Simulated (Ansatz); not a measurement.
# CaMoO4 (I4_1/a): band gap by G0W0 on LDA

Aim: the quasiparticle gap of CaMoO4 (I4_1/a), starting from LDA.

Main program and level: Ansatz 0.2.0; LDA, then G0W0 on it, plane waves, PAW.

**Experimental background.**

- Gap 4.5 ± 0.05 eV: direct optical gap from absorption edge; optical absorption; bulk crystal (thin platelet cleaved from flux-grown single crystal) (“The high-pressure behavior of CaMoO4”, 2017, arxiv:1709.09825).

### Step 1. Set-up

Symmetry: I4_1/a, No. 88, tetragonal system. The conventional cell has a = 5.224 Å, b = 5.224 Å, c = 11.428 Å, α = 90.00°, β = 90.00°, γ = 90.00°. Ca has 8 O at 2.44 to 2.47 Å nearest. Nearest to Mo lie 4 O at 1.77 Å. O has 1 Mo at 1.77 Å and 2 Ca at 2.44 to 2.47 Å nearest. Farther neighbours and most contacts between anions are not listed.

The cell and positions come from the Crystallography Open Database and are kept as given unless a step says otherwise. The default PAW set here is soft_2. Its files were made with PBE.

### Step 2. Bands along the symmetry lines

Levels along a band path and on the mesh show where this functional puts the band edges.

This step: DFT, LDA, plane waves, PAW.

Input file input.yaml:

```yaml
crystal:
  lattice:
    - [-2.6118, 2.6118, 5.71425]
    - [2.6118, -2.6118, 5.71425]
    - [2.6118, 2.6118, -5.71425]
  atoms:
    - { symbol: Ca, position: [0.75, 0.25, 0.5] }
    - { symbol: Ca, position: [0.0, 0.0, 0.0] }
    - { symbol: Mo, position: [0.25, 0.75, 0.5] }
    - { symbol: Mo, position: [0.5, 0.5, 0.0] }
    - { symbol: O, position: [0.57776, 0.98246, 0.89142] }
    - { symbol: O, position: [0.73246, 0.34104, 0.9047] }
    - { symbol: O, position: [0.09104, 0.68634, 0.10858] }
    - { symbol: O, position: [0.43634, 0.82776, 0.0953] }
    - { symbol: O, position: [0.17224, 0.26754, 0.60858] }
    - { symbol: O, position: [0.01754, 0.90896, 0.5953] }
    - { symbol: O, position: [0.65896, 0.56366, 0.39142] }
    - { symbol: O, position: [0.31366, 0.42224, 0.4047] }
kpoints:
  mp_grid: { grid: [6, 6, 6] }
  band_path:
    path:
      - [[0.0, 0.0, 0.0], [0.0, 0.0, 0.5], [0.25, 0.25, 0.25], [0.0, 0.5, 0.0], [0.0, 0.0, 0.0], [0.5, 0.5, -0.5], [0.30222776, 0.69777224, -0.30222776]]
      - [[-0.30222776, 0.30222776, 0.30222776], [0.0, 0.0, 0.0]]
      - [[0.0, 0.0, 0.5], [-0.10445551, 0.10445551, 0.5]]
      - [[0.5, 0.5, -0.10445551], [0.5, 0.5, -0.5]]
    npoints: 10
hamiltonian:
  xc: lda
scf:
  occupations: { method: fermi_dirac, width: 0.02 }
  n_extra_bands: 8
output:
  eigenvalues: true
```

Launch:

```sh
$ ansatz run input.yaml --threads 16 --pin off --max-ram 82944MiB --backend cuda --events-out ev --progress --plain --runs-dir out --devices 1 --max-vram 78GiB
```

Numbers of over 12 decimals in the logs are rounded to 6 here.

What it wrote:

```text
scf.n_extra_bands = 8 over 48 filled bands (N_el = 96.0): the run solves 56 bands
GPUs: using 1 of 1 available (devices: 1).
Engine: ansatz 0.2.0, aarch64-unknown-linux-gnu
Pseudopotentials: kind: paw
Pseudopotential: Ca, paw, valence charge 10, recommended cutoff 420 eV (normal), Ca.paw.azcp
Pseudopotential: Mo, paw, valence charge 14, recommended cutoff 420 eV (normal), Mo.paw.azcp
Pseudopotential: O, paw, valence charge 6, recommended cutoff 420 eV (normal), O.paw.azcp
Functional definition: SPW92
  exchange = slater_x
  correlation = pw_c
concurrent solve slots: 12 of 16 are kept, ahead of what memory takes: no pass of the eigensolver takes more rounds on 12
device memory: the entry about to start is reckoned to put 12.4 GiB on a device that reports 182.5 GiB free (of which the cap on the GPU budget leaves the run 78.0 GiB)
GPU FFT provider: cuFFT
GPU libraries: cuBLAS 13.8.1, cuFFT 12.4.0, cuSOLVER 12.3.2
GPU matrix products: emulated (plane waves: as basis.precision tells), large ones in fixed point in workspaces of 1.00 GiB
Crystal: 12 atoms, lattice volume = 155.919 Å³
Basis set: ecut = 420 eV, 3067 PW (Γ)
Bands: 56, of which v1, the nominal top of the filled ones, is band 48 counted from 1 (47 counted from 0)
Symmetry: 8 space group operations
Space group: I41/a (ITA 88), of the structure as read, at distance tolerance 5.4e-5 Å
k-points: 36 of 216
Non-local potential: Ca, projectors of the file, l = 0: 3, l = 1: 2, l = 2: 2
Non-local potential: Mo, projectors of the file, l = 0: 3, l = 1: 2, l = 2: 2, l = 3: 1
Non-local potential: O, projectors of the file, l = 0: 2, l = 1: 2, l = 2: 1
PAW form: soft (Blöchl's): semilocal exchange-correlation on the pseudo side does not see the compensation charge
PAW frozen core: Ca, regenerated for the run's functional, and the local potential with it (the file was generated under x = pbe(κ = 0.804, μ = 0.219515), c = pbe(β = 0.066725))
PAW frozen core: Mo, regenerated for the run's functional, and the local potential with it (the file was generated under x = pbe(κ = 0.804, μ = 0.219515), c = pbe(β = 0.066725))
PAW frozen core: O, regenerated for the run's functional, and the local potential with it (the file was generated under x = pbe(κ = 0.804, μ = 0.219515), c = pbe(β = 0.066725))
PAW one-centre angular grid: Ca, 110 points (default); XC on 64 Gauss nodes
PAW one-centre angular grid: Mo, 590 points (default); XC on 64 Gauss nodes
PAW one-centre angular grid: O, 110 points (default); XC on 64 Gauss nodes
Initial density: superposition of atomic densities (neutral atoms: chi_scale 0, normalization atom), corrected by the library's trained network
Initial wavefunctions: pseudopotential atomic-orbital guess
GPU buffer pool allocated for 110592 grid points (all kernels)
GPU transforms: local potential and band sums: pruned to the plane-wave sphere, on 45×45×45
Functional: x = slater, c = lda
SCF iter   1: F=—  HF=-17683.890991 eV  |F-HF|=—  |Δ(HF+E_count)|=         —  Δρ=1.71e-2  dr2=4.10e-1  ethr=1.77e-3  ⟨swp⟩=8.6  Hψ=8511  notcnv=0
preconditioner: auto → Resta (q_TF=auto, 2.516 Å⁻¹)  ε∞=5.3  [insulator: Δε(μ)=3.256 eV  Ē_g=12.496 eV  σ=0.020 eV  W_gap=1.00  n_scr=36 (ndim 8)  ℏωp=25.9 eV  f_vac=0.040  D(μ)=0.00/eV (n_scr^D=0)  ε∞_Penn≈5.3]
SCF iter   2: F=—  HF=-17683.810178 eV  |F-HF|=—  |Δ(HF+E_count)|=   8.08e-2  Δρ=7.32e-3  dr2=9.15e-2  ethr=4.27e-4  ⟨swp⟩=2.0  Hψ=3569  notcnv=0  defer=144
SCF iter   3: F=—  HF=-17683.794292 eV  |F-HF|=—  |Δ(HF+E_count)|=   1.59e-2  Δρ=2.91e-3  dr2=1.11e-2  ethr=9.53e-5  ⟨swp⟩=2.0  Hψ=2877  notcnv=0  defer=144
SCF iter   4: F=—  HF=-17683.791442 eV  |F-HF|=—  |Δ(HF+E_count)|=   2.85e-3  Δρ=7.86e-4  dr2=8.50e-4  ethr=1.16e-5  ⟨swp⟩=2.1  Hψ=2631  notcnv=0  defer=144
SCF iter   5: F=—  HF=-17683.791395 eV  |F-HF|=—  |Δ(HF+E_count)|=   4.73e-5  Δρ=1.28e-4  dr2=1.96e-5  ethr=8.85e-7  ⟨swp⟩=2.0  Hψ=2710  notcnv=0  defer=144
SCF iter   6: F=—  HF=-17683.791314 eV  |F-HF|=—  |Δ(HF+E_count)|=   8.08e-5  Δρ=2.08e-5  dr2=8.62e-7  ethr=2.05e-8  ⟨swp⟩=1.1  Hψ=1876  notcnv=0  defer=144
SCF iter   7: F=-17683.791315 eV  HF=-17683.791315 eV  |F-HF|=6.71e-9  |Δ(HF+E_count)|=   3.97e-7  Δρ=4.51e-6  dr2=4.02e-8  ethr=1.04e-10  ⟨swp⟩=8.4  Hψ=5963  notcnv=0
SCF 1 converged in 7 iterations: F = -17683.791315 eV  dr2 = 4.02e-8
  greatest PAW one-centre occupation: 0.999 electrons in one spin orbital (limit 2), on the Mo atom at site 3 (counted from 0), in its partial waves of l = 0
device memory: the entry about to start is reckoned to put 9.8 GiB on a device that reports 182.5 GiB free (of which the cap on the GPU budget leaves the run 78.0 GiB)
NSCF: frozen V_eff on 94 k-points, pencils in batches of 32, up to order 248
SCF converged after 7 iterations
Free energy (F): -17683.791315 eV
Harris-Foulkes:  -17683.791315 eV  (|F-HF|=6.71e-9)
Internal energy: -17683.791315 eV  (E = F + TS)
E sigma→0 (E₀):  -17683.791315 eV
Fermi energy:    8.320126 eV
--- Per-component energies (eV) ---
  E_band       = -765.393253
  E_kinetic    = 2820.993658
  E_local      = -6835.475109  (includes V_loc(G=0)·N_el)
  E_nonlocal   = 823.647633
  E_hartree    = 2340.133589
  E_xc         = -1210.997133
  E_vxc        = -1537.545582  (∫ρ·V_xc dr)
  E_paw        = -8985.191455  (= ΣΔE_a)
  E_vpaw       = -717.304862  (= ΣTr[D̂ρ^β])
  E_aug_tail   = 0.020161  (compensation charges beyond the density's cutoff)
  E_ewald      = -6639.209996
  E_core_change = 2.287336  (= ΣΔE_core)
  E_smearing   = -0.000000  (= −TS)
  E_closure    = -0.000000  (closes the sum)
  Σ components = -17683.791315   (vs F -17683.791315, Δ=0.00e0)
--- Band table (eV; the first three rows and the last of 36) ---
  k-point 0: bands = [... 44 lower, 5.9091, 6.2713, 6.6038, 6.6038, 10.0173, 10.4478, 10.7813, 10.8216, ... 4 higher]
  k-point 1: bands = [... 44 lower, 6.0134, 6.2185, 6.3477, 6.5143, 10.1409, 10.5332, 10.7344, 10.8891, ... 4 higher]
  k-point 2: bands = [... 44 lower, 5.8177, 6.0760, 6.2071, 6.3263, 10.2807, 10.5094, 10.7252, 10.9450, ... 4 higher]
  k-point 35: bands = [... 44 lower, 6.1628, 6.1628, 6.5346, 6.5346, 10.2354, 10.2354, 10.5134, 10.5134, ... 4 higher]
```

It took 1.5 s on 1 × NVIDIA GB200 (shared by 2 runs) with 16 threads of Arm Neoverse V2, shared host; peak memory 1.1 GiB.

Numbers from this step:

```yaml
filled_bands: 48
gap: 3.413 eV
valence_top_at: Γ
conduction_bottom_at: Γ
least_direct_gap: 3.413 eV
```

Over mesh and path the gap is 3.413 eV, direct, at k = Γ.

The electronic bands at the labelled points (eV, zero at the top of the highest nominally filled band):

```csv
point,band 45,band 46,band 47,band 48,band 49,band 50,band 51,band 52
Γ,-0.69,-0.33,0.00,0.00,3.41,3.84,4.18,4.22
halfway,-0.53,-0.46,-0.45,-0.18,3.62,4.02,4.03,4.34
X,-0.57,-0.57,-0.46,-0.46,3.73,3.73,4.27,4.27
halfway,-0.56,-0.56,-0.47,-0.47,3.73,3.73,4.27,4.27
P,-0.55,-0.55,-0.49,-0.49,3.73,3.73,4.27,4.27
halfway,-0.65,-0.58,-0.38,-0.29,3.72,3.90,4.11,4.27
N,-0.62,-0.56,-0.33,-0.27,3.80,3.96,4.03,4.23
halfway,-0.73,-0.35,-0.19,-0.15,3.58,3.92,4.09,4.25
Γ,-0.69,-0.33,0.00,0.00,3.41,3.84,4.18,4.22
halfway,-0.67,-0.23,-0.04,-0.04,3.47,3.77,4.04,4.06
M,-0.44,-0.44,-0.07,-0.07,3.63,3.63,3.91,3.91
halfway,-0.48,-0.41,-0.19,-0.08,3.71,3.74,3.93,3.96
S,-0.60,-0.47,-0.32,-0.14,3.83,3.87,4.04,4.11
jump to S0,-0.60,-0.47,-0.32,-0.14,3.83,3.87,4.04,4.11
halfway,-0.54,-0.46,-0.25,-0.22,3.62,3.97,4.10,4.29
Γ,-0.69,-0.33,0.00,0.00,3.41,3.84,4.18,4.22
jump to X,-0.57,-0.57,-0.46,-0.46,3.73,3.73,4.27,4.27
halfway,-0.62,-0.55,-0.45,-0.41,3.70,3.78,4.24,4.26
R,-0.64,-0.53,-0.41,-0.34,3.70,3.83,4.19,4.23
jump to G,-0.64,-0.53,-0.41,-0.34,3.70,3.83,4.19,4.23
halfway,-0.43,-0.38,-0.21,-0.17,3.71,3.85,3.96,4.01
M,-0.44,-0.44,-0.07,-0.07,3.63,3.63,3.91,3.91
```

(Continued in part 2 of 2.)

[Paths, hosts, dates, memory and timing lines, banners, echoed tables and standing remarks are left out of the program output.]

[Logs are printed without paths, hosts, clocks, repeated set-up lines and the standing remarks that a program may print on its own settings, such as how far it seeks lower states.]

[Runs of the session that timed out or met a known fault of the program may be left out.]

[Cells called generated may have been cut or substituted from an entry of the Crystallography Open Database or the Materials Project.]

[Hosts, paths, dates, database ids (printed as entryN), source tags and the programs' standing remarks are cut or masked in the printed files.]

[Where an RPA ε∞ is given, it is that of the G0W0 mesh and is not shown converged in it. Names of k-points follow the symmetry that the program found, which can be lower than the space group named. Band edges on a path are those of the sampled points; other points can move an edge, and change direct to indirect where valleys lie close.]

[Hybrid gaps are those of their k-mesh and are not shown converged in it.]
